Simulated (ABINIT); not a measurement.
Planning a run of ABINIT 10.8.3 on SrTiO3 (Tausonite). The input:

```
acell 3*1.0 Angstrom
rprim 
  3.905280000000 0.000000000000 0.000000000000
  0.000000000000 3.905280000000 0.000000000000
  0.000000000000 0.000000000000 3.905280000000
ntypat 3
znucl 38 22 8
natom 5
typat 1 2 3 3 3
xred 
  0.500000000000 0.500000000000 0.500000000000
  0.000000000000 0.000000000000 0.000000000000
  0.500000000000 0.000000000000 0.000000000000
  0.000000000000 0.500000000000 0.000000000000
  0.000000000000 0.000000000000 0.500000000000
pp_dirpath "pseudos"
pseudos "Sr.upf, Ti.upf, O.upf"
ecut 38
ngkpt 2 2 2
nshiftk 1
shiftk 0 0 0
kptopt 1
chksymbreak 0
istwfk *1
occopt 1
irdwfk 1
optdriver 3
nband 159
ecuteps 4.69
inclvkb 2
awtr 1
symchi 1
indata_prefix "in"
outdata_prefix "out"
tmpdata_prefix "tmp"
```

```sh
OMP_NUM_THREADS=1 mpirun -n 4 abinit run.abi > log
```

Question: How long will it take on 4 MPI ranks of Arm Neoverse V1, shared host, and how much memory?

It took 15 s; on shared hardware allow 7.7 s to 31 s. Peak host memory was 0.64 GiB.

[Paths, hosts, dates, memory and timing lines, banners, echoed tables and standing remarks are left out of the program output.]

[Logs are printed without paths, hosts, clocks, repeated set-up lines and the standing remarks that a program may print on its own settings, such as how far it seeks lower states.]

[Runs of the session that timed out or met a known fault of the program may be left out.]

[Hosts, paths, dates, database ids (printed as entryN), source tags and the programs' standing remarks are cut or masked in the printed files.]

[G0W0 gaps are taken among the corrected bands and points alone; a level outside them can change the order at an edge.]

[Where Ansatz stands beside ABINIT at settings called matched, ABINIT's density can come from a denser mesh and the files from another edition; pairs whose starting gaps differed by over 0.03 eV were left out, so agreement reads better than it is.]
